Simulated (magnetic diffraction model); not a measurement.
# Solving a magnetic structure from powder neutron data: Ho3Zr3Ga8

Space group Immm (no. 71), a = 4.3570 Å, b = 10.0160 Å, c = 12.6630 Å.

| site | atom | x | y | z |
| --- | --- | --- | --- | --- |
| 4i | Ho | 1/2 | 1/2 | 0.3289 |
| 2c | Ho | 1/2 | 1/2 | 0 |
| 4g | Zr | 0 | 0.2115 | 0 |
| 2b | Zr | 1/2 | 0 | 0 |
| 8l | Ga | 0 | 0.6329 | 0.8364 |
| 8l | Ga | 1/2 | 0.2162 | 0.1298 |

This is a made-up structure (elements placed in a structure type, unrelaxed), so the numbers test the method and describe no known phase.

Only Ho is taken to order (form factors of Ho3+); orders and moment sizes are assumed, and not adapted to the symmetry. Radiation: neutrons of λ = 4.2 Å, 3° to 80°; isotropic B of 0.36 Å² (Ho), 0.52 Å² (Zr) and 0.51 Å² (Ga). The intensities are simulated: I ∝ L Σ (|F_N|² + |F_M⊥|²) for unpolarised neutrons, with F_M = 2.695 fm/μB × Σ f(s) S exp(2πi Q·r) exp(−B s²) at Q = H ± k (one set where k and −k are equivalent), only the part normal to Q counting and L = 1/(sin²θ cos θ). For a modulated order the moment at position r is S exp(−2πi k·r) + c.c., with S = m/2 for a sine wave of amplitude m and S = m(u + iv)/2 for moments turning in a plane, u and v being orthogonal unit vectors in it; the phase factor of the sum at Q = H + k is then exp(2πi H·r). Form factors are spin-only for 3d ions and dipole or tabulated for f ions, scattering lengths are Sears's of 1992, and absorption is left out. A label names one of the reflections at its angle. The strongest nuclear line in the range is 100, and lines under 0.2 are left out.

Above the ordering temperature:

```
2θ (°)    index      I
 31.01  (0 1 1)   72.7
 38.74  (0 0 2)   37.4
 49.58  (0 2 0)  100.0
 61.29  (1 0 1)    4.1
 63.42  (1 1 0)   32.6
 64.64  (0 2 2)   12.2
 65.35  (0 1 3)    2.0
 76.85  (1 1 2)   43.9
```

Below it (cell unchanged):

```
2θ (°)        I
  6.34  10580.8
 27.42   2870.0
 31.01     72.7
 32.09   1610.1
 35.48   2179.9
 38.74     37.4
 45.53    825.0
 49.58    100.0
 50.04    185.3
 58.60    256.1
 59.27    578.2
 60.30    646.5
 61.29      4.1
 63.42     32.6
 63.81    239.6
 64.05    565.9
 64.64     12.2
 65.35      2.0
 69.58    570.0
 72.49    185.5
 72.86    883.4
 74.90    399.0
 76.85     43.9
 79.38    354.5
```

**Question.** Find the propagation vector, then choose among these models:
A. moments turning in the plane of [010] and [001], 8.1 μB on Ho; signs + at (1/2, 1/2, 0.3289), − at (1/2, 1/2, 0.6711), − at (1/2, 1/2, 0)
B. a sine wave with moments along [001] (amplitudes given), 8.1 μB on Ho; signs + at (1/2, 1/2, 0.3289), − at (1/2, 1/2, 0.6711), − at (1/2, 1/2, 0)
C. a sine wave with moments along [010] (amplitudes given), 8.1 μB on Ho; signs + at (1/2, 1/2, 0.3289), − at (1/2, 1/2, 0.6711), − at (1/2, 1/2, 0)
D. moments turning in the plane of [100] and [010], 8.1 μB on Ho; signs + at (1/2, 1/2, 0.3289), − at (1/2, 1/2, 0.6711), − at (1/2, 1/2, 0)

The new lines index as (0 0 1/3) at 6.34°, (0 1 2/3) at 27.42°, (0 0 5/3) at 32.09° and (0 1 4/3) at 35.48°, that is as H ± k with k = (0 0 1/3). Satellites come in pairs about each point of the reciprocal lattice.

Magnetic intensity, observed (below minus above) and for each model:

| 2θ (°) | index | observed | A | B | C | D |
| --- | --- | --- | --- | --- | --- | --- |
| 6.34 | (0 0 1/3) | 10580.8 | 5290.4 | <0.2 | 5290.4 | 10580.8 |
| 27.42 | (0 1 2/3) | 2870.0 | 2357.2 | 1844.3 | 512.8 | 2870.0 |
| 32.09 | (0 0 5/3) | 1610.1 | 805.0 | <0.2 | 805.0 | 1610.1 |
| 35.48 | (0 1 4/3) | 2179.9 | 1428.0 | 676.0 | 751.9 | 2179.9 |
| 45.53 | (0 0 7/3) | 825.0 | 412.5 | <0.2 | 412.5 | 825.0 |
| 59.27 | (1 0 2/3) | 578.2 | 1073.8 | 523.1 | 550.7 | 578.2 |
| 60.30 | (0 2 5/3) | 646.5 | 496.2 | 345.9 | 150.3 | 646.5 |
| 72.86 | (1 1 5/3) | 883.4 | 1204.4 | 568.8 | 635.6 | 883.4 |

Model D matches.

The structure used: k = (0 0 1/3), moments turning in the plane of [100] and [010], 8.1 μB on Ho; signs + at (1/2, 1/2, 0.3289), − at (1/2, 1/2, 0.6711), − at (1/2, 1/2, 0).

[Logs are printed without paths, hosts, clocks, repeated set-up lines and the standing remarks that a program may print on its own settings, such as how far it seeks lower states.]
